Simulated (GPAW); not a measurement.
**Work function of 1T-TiO2 monolayer at several levels**

How far do functional and basis move the work function of 1T-TiO2 monolayer? Where a layer proves gapped, the work function hangs on where the smearing puts the Fermi level, and the band edges take its place.

Main program and level: GPAW 26.7.0; GPAW, PAW setups; layer in a repeated cell with vacuum, relaxation of atoms and in-plane cell, in the first sound run; inputs show where later runs differ.

### Step 1. The starting structure

The cell holds 3 atoms: 2 O and 1 Ti. Its edges and angles: a = 2.990 Å, b = 2.990 Å, c = 16.461 Å, α = 90.0°, β = 90.0°, γ = 120.0°. Vacuum lies along c.

### Step 2. Relaxing the atoms

The atoms are relaxed first, since the surface dipole, and with it the work function, follows the positions of the outer layers.

Contents of run.py:

```python
import json
import numpy as np
from ase import Atoms
from ase.filters import FrechetCellFilter
from ase.optimize import BFGS
from gpaw import GPAW, PW

slab = Atoms(
    ['O', 'Ti', 'O'],
    positions=[
        [1.49500, 0.86314, 7.00000],
        [0.00000, 0.00000, 8.23060],
        [-0.00000, 1.72628, 9.46119]],
    cell=[[2.99, 0.0, 0.0], [-1.495, 2.58942, 0.0], [0.0, 0.0, 16.4612]],
    pbc=[True, True, True])

slab.calc = GPAW(mode=PW(600), xc='PBE', kpts={'size': (12, 12, 1), 'gamma': True},
                 occupations={'name': 'fermi-dirac', 'width': 0.05}, nbands='160%',
                 convergence={'density': 1e-05}, maxiter=200,
                 symmetry={'tolerance': 1e-3}, txt='slab.txt')
result = {}
# The in-plane cell is free; stress needs a cell that repeats along all three vectors
path = []
opt = BFGS(FrechetCellFilter(slab, mask=[1, 1, 0, 0, 0, 1]), maxstep=0.2)
opt.attach(lambda: path.append((slab.get_potential_energy(), slab.positions.tolist(), slab.get_forces().tolist())))
result['relaxed'] = bool(opt.run(fmax=0.02, steps=45))
result['path'] = path
result['cell'] = slab.cell.tolist()
print('in-plane lattice', slab.cell.cellpar().round(4)[[0, 1, 5]])
energy = slab.get_potential_energy()
fermi = slab.calc.get_fermi_level()
v = slab.calc.get_electrostatic_potential().mean((0, 1)) - fermi
n = slab.calc.get_pseudo_density().mean((0, 1))
L = slab.cell[2, 2]
z = np.arange(len(v)) * L / len(v)
low, high = slab.positions[:, 2].min(), slab.positions[:, 2].max()
below, above = np.interp([low - 4.8, high + 4.8], z, v)
slopes = [np.interp(x, z, np.gradient(v, z)) for x in (low - 4.8, high + 4.8)]
eps = np.array([[slab.calc.get_eigenvalues(k, s) for k in range(len(slab.calc.get_ibz_k_points()))]
                for s in range(slab.calc.get_number_of_spins())]) - fermi
top, bottom = eps[eps < 0].max(), eps[eps > 0].min()
dipole = slab.get_dipole_moment()[2]
print(f'energy {energy:.4f} eV, Fermi level {fermi:.4f} eV, dipole {dipole:.5f} e A')
print(f'potential 4.8 A off the faces, from the Fermi level: lower {below:.4f} eV, upper {above:.4f} eV')
print(f'slope of the potential there: lower {slopes[0]:.5f}, upper {slopes[1]:.5f} eV/A')
print(f'nearest levels on the mesh: {top:.4f} and {bottom:.4f} eV')
print('magnetic moment', round(slab.get_magnetic_moment(), 3))
result.update(energy=energy, fermi=fermi, dipole=dipole, below=below, above=above, slopes=slopes, edges=[top, bottom],
              z=z.tolist(), v=v.tolist(), n=n.tolist(), positions=slab.positions.tolist(),
              forces=slab.get_forces(apply_constraint=False).tolist(), moments=slab.get_magnetic_moments().tolist())
json.dump(result, open('result.json', 'w'))
```

Launch:

```
> OMP_NUM_THREADS=1 OPENBLAS_NUM_THREADS=1 python run.py
```

The log of the run:

```text
Step          Energy          fmax
BFGS:    0      -24.433859        4.127688
BFGS:    1      -24.915740        3.301940
BFGS:    2      -25.459723        1.062664
BFGS:    3      -25.530291        0.371637
BFGS:    4      -25.539138        0.318151
BFGS:    5      -25.560733        0.262802
BFGS:    6      -25.575807        0.113820
BFGS:    7      -25.582384        0.030750
BFGS:    8      -25.582688        0.003928
in-plane lattice [  2.9578   2.9578 120.    ]
energy -25.5827 eV, Fermi level -3.6189 eV, dipole -0.00005 e A
potential 4.8 A off the faces, from the Fermi level: lower 6.9426 eV, upper 6.9430 eV
slope of the potential there: lower -0.00062, upper 0.00046 eV/A
nearest levels on the mesh: -1.4831 and 1.3448 eV
magnetic moment 0.0
```

Elapsed: 3.7 min, on 1 thread of Arm Neoverse V2, shared host; peak memory 0.31 GiB.

This step gave:

```yaml
dipole_along_the_normal: -5.44e-5 e·Å
levels_nearest_the_fermi_level_on_the_mesh: -1.483, 1.345 eV from the Fermi level
```

Table of electrostatic potential energy of an electron (without an applied field's), less the Fermi level, planar mean by z:

```csv
z (Å),"electrostatic potential energy of an electron (without an applied field's), less the Fermi level, planar mean (eV)"
0,6.94
1,6.94
2,6.94
3,6.94
4,6.94
5,6.93
6,6.66
7,-4.60
8,-16.9
9,-11.1
10,5.36
11,6.90
12,6.94
13,6.94
14,6.94
15,6.94
16,6.94
```

Table of pseudo valence density, planar mean by z:

```csv
z (Å),"pseudo valence density, planar mean (e/Å³)"
4.5,9.7e-5
5.0,5.6e-4
5.5,0.00335
6.0,0.0212
6.5,0.148
7.0,0.750
7.5,0.939
8.0,1.37
8.5,1.29
9.0,0.957
9.5,0.689
10.0,0.131
10.5,0.0189
11.0,0.00293
11.5,4.8e-4
12.0,8.3e-5
```

The relaxation lowered the energy of the cell by 1.15 eV (energies extrapolated to zero smearing; the optimiser's log prints free energies). The largest force left on a free atom is 0.0039 eV/Å.

### Step 3. Plane waves, PBE

The work function is the vacuum plateau of the electrostatic potential less the Fermi level; a dipole layer lets the two faces have plateaus of their own.

This step: GPAW, PAW setups; slab in vacuum (GPAW 26.7.0).

The cell differs from the one that the last finished run ended in (c 16.461 → 15.967 Å).

run.py: that of step 2 with these lines changed.

```diff
@@ -3,4 +3,2 @@
 from ase import Atoms
-from ase.filters import FrechetCellFilter
-from ase.optimize import BFGS
 from gpaw import GPAW, PW
@@ -10,21 +8,14 @@
     positions=[
-        [1.49500, 0.86314, 7.00000],
-        [0.00000, 0.00000, 8.23060],
-        [-0.00000, 1.72628, 9.46119]],
-    cell=[[2.99, 0.0, 0.0], [-1.495, 2.58942, 0.0], [0.0, 0.0, 16.4612]],
-    pbc=[True, True, True])
+        [1.47888, 0.85383, 7.00000],
+        [0.00000, 0.00000, 7.98329],
+        [0.00000, 1.70767, 8.96657]],
+    cell=[[2.95776, 0.0, 0.0], [-1.47888, 2.5615, 0.0], [0.0, 0.0, 15.9666]],
+    pbc=[True, True, False])
 
-slab.calc = GPAW(mode=PW(600), xc='PBE', kpts={'size': (12, 12, 1), 'gamma': True},
+slab.calc = GPAW(mode=PW(500), xc='PBE', kpts={'size': (12, 12, 1), 'gamma': True},
                  occupations={'name': 'fermi-dirac', 'width': 0.05}, nbands='160%',
                  convergence={'density': 1e-05}, maxiter=200,
+                 poissonsolver={'dipolelayer': 'xy'},
                  symmetry={'tolerance': 1e-3}, txt='slab.txt')
 result = {}
-# The in-plane cell is free; stress needs a cell that repeats along all three vectors
-path = []
-opt = BFGS(FrechetCellFilter(slab, mask=[1, 1, 0, 0, 0, 1]), maxstep=0.2)
-opt.attach(lambda: path.append((slab.get_potential_energy(), slab.positions.tolist(), slab.get_forces().tolist())))
-result['relaxed'] = bool(opt.run(fmax=0.02, steps=45))
-result['path'] = path
-result['cell'] = slab.cell.tolist()
-print('in-plane lattice', slab.cell.cellpar().round(4)[[0, 1, 5]])
 energy = slab.get_potential_energy()
```

The log of the run:

```text
energy -24.8850 eV, Fermi level -3.8842 eV, dipole -0.00023 e A
potential 4.8 A off the faces, from the Fermi level: lower 7.3111 eV, upper 7.3167 eV
slope of the potential there: lower -0.00187, upper 0.00187 eV/A
nearest levels on the mesh: -1.1111 and 1.7171 eV
magnetic moment 0.0
```

Wall time 18 s (1 thread); peak memory 0.18 GiB.

Numbers from this step:

| Quantity | Value |
| --- | --- |
| dipole along the normal | -2.32e-4 e·Å |
| levels nearest the Fermi level on the mesh | -1.111, 1.717 eV from the Fermi level |
| upper work function | 7.317 eV |
| lower work function | 7.311 eV |
| upper ionisation energy | 8.428 eV |

Table of electrostatic potential energy of an electron (without an applied field's), less the Fermi level, planar mean by z:

```csv
z (Å),"electrostatic potential energy of an electron (without an applied field's), less the Fermi level, planar mean (eV)"
0.0,7.31
0.5,7.31
1.0,7.31
1.5,7.31
2.0,7.31
2.5,7.31
3.0,7.31
3.5,7.31
4.0,7.31
4.5,7.31
5.0,7.29
5.5,7.19
6.0,6.60
6.5,2.59
7.0,-11.3
7.5,-11.2
8.0,-19.4
8.5,-10.8
9.0,-10.8
9.5,3.21
10.0,6.69
10.5,7.21
11.0,7.30
11.5,7.31
12.0,7.31
12.5,7.32
13.0,7.32
13.5,7.32
14.0,7.32
14.5,7.32
15.0,7.32
15.5,7.32
```

The pseudo valence density, planar mean by z:

```csv
z (Å),"pseudo valence density, planar mean (e/Å³)"
0.00,0
0.57,0
1.14,0
1.71,0
2.09,0
2.66,0
3.23,4.1e-6
3.80,2.1e-5
4.37,1.4e-4
4.94,0.00108
5.51,0.00865
5.89,0.0359
6.46,0.322
7.03,1.02
7.60,1.08
8.17,1.45
8.74,0.951
9.31,0.595
9.88,0.0759
10.26,0.0175
10.83,0.00214
11.40,2.8e-4
11.97,4.1e-5
12.55,7.5e-6
13.12,2.4e-6
13.69,0
14.07,0
14.64,0
15.21,0
15.78,0
```

The layer is gapped, so the Fermi level lies somewhere inside the gap, set by smearing and numerics, and these work functions are no property of the material; the band edges below the vacuum level are. The potential is flat to 0.002 eV/Å where it is read, so the vacuum is wide enough.

### Step 4. Self-consistent run: xc = "LDA"

The same geometry under LDA, to see how far the functional moves the levels against the vacuum.

run.py: that of step 3 with these lines changed.

```diff
@@ -14,3 +14,3 @@
 
-slab.calc = GPAW(mode=PW(500), xc='PBE', kpts={'size': (12, 12, 1), 'gamma': True},
+slab.calc = GPAW(mode=PW(500), xc='LDA', kpts={'size': (12, 12, 1), 'gamma': True},
                  occupations={'name': 'fermi-dirac', 'width': 0.05}, nbands='160%',
```

The log of the run:

```text
energy -27.2984 eV, Fermi level -4.2251 eV, dipole -0.00023 e A
potential 4.8 A off the faces, from the Fermi level: lower 7.6520 eV, upper 7.6575 eV
slope of the potential there: lower -0.00188, upper 0.00188 eV/A
nearest levels on the mesh: -1.1099 and 1.6420 eV
magnetic moment 0.0
```

The job ended after 16 s (1 thread; peak memory 0.18 GiB).

This step gave:

```yaml
levels_nearest_the_fermi_level_on_the_mesh: -1.110, 1.642 eV from the Fermi level
upper_work_function: 7.658 eV
lower_work_function: 7.652 eV
upper_ionisation_energy: 8.767 eV
```

The electrostatic potential energy of an electron (without an applied field's), less the Fermi level, planar mean by z:

```csv
z (Å),"electrostatic potential energy of an electron (without an applied field's), less the Fermi level, planar mean (eV)"
0.0,7.66
0.5,7.65
1.0,7.65
1.5,7.65
2.0,7.65
2.5,7.65
3.0,7.65
3.5,7.65
4.0,7.65
4.5,7.65
5.0,7.63
5.5,7.54
6.0,6.94
6.5,2.91
7.0,-11.0
7.5,-10.8
8.0,-19.0
8.5,-10.4
9.0,-10.5
9.5,3.53
10.0,7.03
10.5,7.56
11.0,7.64
11.5,7.65
12.0,7.66
12.5,7.66
13.0,7.66
13.5,7.66
14.0,7.66
14.5,7.66
15.0,7.66
15.5,7.66
```

The pseudo valence density, planar mean oscillates, so the rows of the table below give means over windows of 1 Å about each position, cut where the curve ends. Its maxima inside the range that stand out by 2 % of the span (Å: e/Å³): 7.0: 1.02, 8.0: 1.65, 8.9: 1.02. Its minima: 7.4: 0.911, 8.6: 0.911.

Table of pseudo valence density, planar mean by z; means over each step:

z (Å), pseudo valence density, planar mean (e/Å³) and a bar:
```
        4       0.00 
        5       0.00 
        6       0.10 ##
        7       0.84 ###################
        8       1.31 ##############################
        9       0.82 ###################
       10       0.09 ##
       11       0.00 
       12       0.00
```

Force by atom:

```csv
atom,x (eV/Å),y (eV/Å),z (eV/Å),size
O1,0.000,0.000,0.783,0.783
Ti2,0.000,0.000,0.000,0.000
O3,0.000,0.000,-0.783,0.783
```

The highest filled level lies 1.11 eV under the Fermi level, so the ionisation energy from the upper face is 7.658 + 1.11 = 8.767 eV, against 8.428 eV in the base run.

### Step 5. Self-consistent run: xc = "vdW-DF2"

The same geometry under vdW-DF2, to see how far the functional moves the levels against the vacuum (the van der Waals functionals take revPBE setups).

run.py: that of step 4 with these lines changed.

```diff
@@ -14,3 +14,3 @@
 
-slab.calc = GPAW(mode=PW(500), xc='LDA', kpts={'size': (12, 12, 1), 'gamma': True},
+slab.calc = GPAW(mode=PW(500), xc='vdW-DF2', kpts={'size': (12, 12, 1), 'gamma': True},
                  occupations={'name': 'fermi-dirac', 'width': 0.05}, nbands='160%',
```

The log of the run:

```text
energy -87.2043 eV, Fermi level -4.3600 eV, dipole -0.00023 e A
potential 4.8 A off the faces, from the Fermi level: lower 7.8707 eV, upper 7.8763 eV
slope of the potential there: lower -0.00190, upper 0.00190 eV/A
nearest levels on the mesh: -1.0784 and 1.6924 eV
magnetic moment 0.0
```

It took 27 s on 1 thread; peak memory 0.3 GiB.

This step gave:

- dipole along the normal: -2.31e-4 e·Å
- levels nearest the Fermi level on the mesh: -1.078, 1.692 eV from the Fermi level
- upper work function: 7.876 eV
- lower work function: 7.871 eV
- upper ionisation energy: 8.955 eV

Electrostatic potential energy of an electron (without an applied field's), less the Fermi level, planar mean against z:

z (Å), electrostatic potential energy of an electron (without an applied field's), less the Fermi level, planar mean (eV) and a bar from the least value:
```
      0.0        7.9 ##############################
      0.5        7.9 ##############################
      1.0        7.9 ##############################
      1.5        7.9 ##############################
      2.0        7.9 ##############################
      2.5        7.9 ##############################
      3.0        7.9 ##############################
      3.5        7.9 ##############################
      4.0        7.9 ##############################
      4.5        7.9 ##############################
      5.0        7.8 ##############################
      5.5        7.7 ##############################
      6.0        7.1 #############################
      6.5        3.0 #########################
      7.0      -11.1 #########
      7.5      -11.1 #########
      8.0      -19.4 
      8.5      -10.7 ##########
      9.0      -10.5 ##########
      9.5        3.6 #########################
     10.0        7.2 #############################
     10.5        7.7 ##############################
     11.0        7.8 ##############################
     11.5        7.9 ##############################
     12.0        7.9 ##############################
     12.5        7.9 ##############################
     13.0        7.9 ##############################
     13.5        7.9 ##############################
     14.0        7.9 ##############################
     14.5        7.9 ##############################
     15.0        7.9 ##############################
     15.5        7.9 ##############################
```

The highest filled level lies 1.08 eV under the Fermi level, so the ionisation energy from the upper face is 7.876 + 1.08 = 8.955 eV, against 8.428 eV in the base run.

### Step 6. OptPBE vdW: xc = "optPBE-vdW"

The same geometry under optPBE-vdW, to see how far the functional moves the levels against the vacuum (the van der Waals functionals take revPBE setups).

run.py: that of step 5 with these lines changed.

```diff
@@ -14,3 +14,3 @@
 
-slab.calc = GPAW(mode=PW(500), xc='vdW-DF2', kpts={'size': (12, 12, 1), 'gamma': True},
+slab.calc = GPAW(mode=PW(500), xc='optPBE-vdW', kpts={'size': (12, 12, 1), 'gamma': True},
                  occupations={'name': 'fermi-dirac', 'width': 0.05}, nbands='160%',
```

The log of the run:

```text
energy -36.9965 eV, Fermi level -4.1504 eV, dipole -0.00023 e A
potential 4.8 A off the faces, from the Fermi level: lower 7.6117 eV, upper 7.6173 eV
slope of the potential there: lower -0.00192, upper 0.00192 eV/A
nearest levels on the mesh: -1.0772 and 1.7262 eV
magnetic moment 0.0
```

Elapsed: 26 s, on 1 thread; peak memory 0.3 GiB.

This step gave:

```
dipole along the normal                    : -2.32e-4 e·Å
levels nearest the Fermi level on the mesh : -1.077, 1.726 eV from the Fermi level
upper work function                        : 7.617 eV
lower work function                        : 7.612 eV
upper ionisation energy                    : 8.695 eV
```

The highest filled level lies 1.08 eV under the Fermi level, so the ionisation energy from the upper face is 7.617 + 1.08 = 8.695 eV, against 8.428 eV in the base run.

### Step 7. Self-consistent run: xc = "revPBE"

The same geometry under revPBE, to see how far the functional moves the levels against the vacuum.

run.py: that of step 6 with these lines changed.

```diff
@@ -14,3 +14,3 @@
 
-slab.calc = GPAW(mode=PW(500), xc='optPBE-vdW', kpts={'size': (12, 12, 1), 'gamma': True},
+slab.calc = GPAW(mode=PW(500), xc='revPBE', kpts={'size': (12, 12, 1), 'gamma': True},
                  occupations={'name': 'fermi-dirac', 'width': 0.05}, nbands='160%',
```

The log of the run:

```text
energy -23.9146 eV, Fermi level -3.7935 eV, dipole -0.00023 e A
potential 4.8 A off the faces, from the Fermi level: lower 7.2129 eV, upper 7.2184 eV
slope of the potential there: lower -0.00187, upper 0.00187 eV/A
nearest levels on the mesh: -1.0779 and 1.7670 eV
magnetic moment 0.0
```

Run time: 18 s. Hardware: 1 thread; peak memory 0.18 GiB.

This step gave:

| Property | Result |
| --- | --- |
| levels nearest the Fermi level on the mesh | -1.078, 1.767 eV from the Fermi level |
| upper work function | 7.218 eV |
| lower work function | 7.213 eV |
| upper ionisation energy | 8.296 eV |

The highest filled level lies 1.08 eV under the Fermi level, so the ionisation energy from the upper face is 7.218 + 1.08 = 8.296 eV, against 8.428 eV in the base run.

### Step 8. Self-consistent run: xc = "RPBE"

The same geometry under RPBE, to see how far the functional moves the levels against the vacuum.

run.py: that of step 7 with these lines changed.

```diff
@@ -14,3 +14,3 @@
 
-slab.calc = GPAW(mode=PW(500), xc='revPBE', kpts={'size': (12, 12, 1), 'gamma': True},
+slab.calc = GPAW(mode=PW(500), xc='RPBE', kpts={'size': (12, 12, 1), 'gamma': True},
                  occupations={'name': 'fermi-dirac', 'width': 0.05}, nbands='160%',
```

The log of the run:

```text
energy -23.7606 eV, Fermi level -3.7539 eV, dipole -0.00023 e A
potential 4.8 A off the faces, from the Fermi level: lower 7.1798 eV, upper 7.1854 eV
slope of the potential there: lower -0.00186, upper 0.00186 eV/A
nearest levels on the mesh: -1.1044 and 1.7473 eV
magnetic moment 0.0
```

The job ended after 18 s (1 thread; peak memory 0.18 GiB).

This step gave:

| Quantity | Value |
| --- | --- |
| levels nearest the Fermi level on the mesh | -1.104, 1.747 eV from the Fermi level |
| upper work function | 7.185 eV |
| lower work function | 7.180 eV |
| upper ionisation energy | 8.290 eV |

Electrostatic potential energy of an electron (without an applied field's), less the Fermi level, planar mean against z:

z (Å), electrostatic potential energy of an electron (without an applied field's), less the Fermi level, planar mean (eV) and a bar from the least value:
```
      0.0        7.2 ##############################
      0.5        7.2 ##############################
      1.0        7.2 ##############################
      1.5        7.2 ##############################
      2.0        7.2 ##############################
      2.5        7.2 ##############################
      3.0        7.2 ##############################
      3.5        7.2 ##############################
      4.0        7.2 ##############################
      4.5        7.2 ##############################
      5.0        7.2 ##############################
      5.5        7.1 ##############################
      6.0        6.5 #############################
      6.5        2.5 #########################
      7.0      -11.5 #########
      7.5      -11.3 #########
      8.0      -19.5 
      8.5      -10.9 ##########
      9.0      -11.0 ##########
      9.5        3.1 #########################
     10.0        6.5 #############################
     10.5        7.1 ##############################
     11.0        7.2 ##############################
     11.5        7.2 ##############################
     12.0        7.2 ##############################
     12.5        7.2 ##############################
     13.0        7.2 ##############################
     13.5        7.2 ##############################
     14.0        7.2 ##############################
     14.5        7.2 ##############################
     15.0        7.2 ##############################
     15.5        7.2 ##############################
```

The highest filled level lies 1.10 eV under the Fermi level, so the ionisation energy from the upper face is 7.185 + 1.10 = 8.290 eV, against 8.428 eV in the base run.

[end of part 1 of 2]

[Logs are printed without paths, hosts, clocks, repeated set-up lines and the standing remarks that a program may print on its own settings, such as how far it seeks lower states.]

[Hosts, paths, dates, database ids (printed as entryN), source tags and the programs' standing remarks are cut or masked in the printed files.]
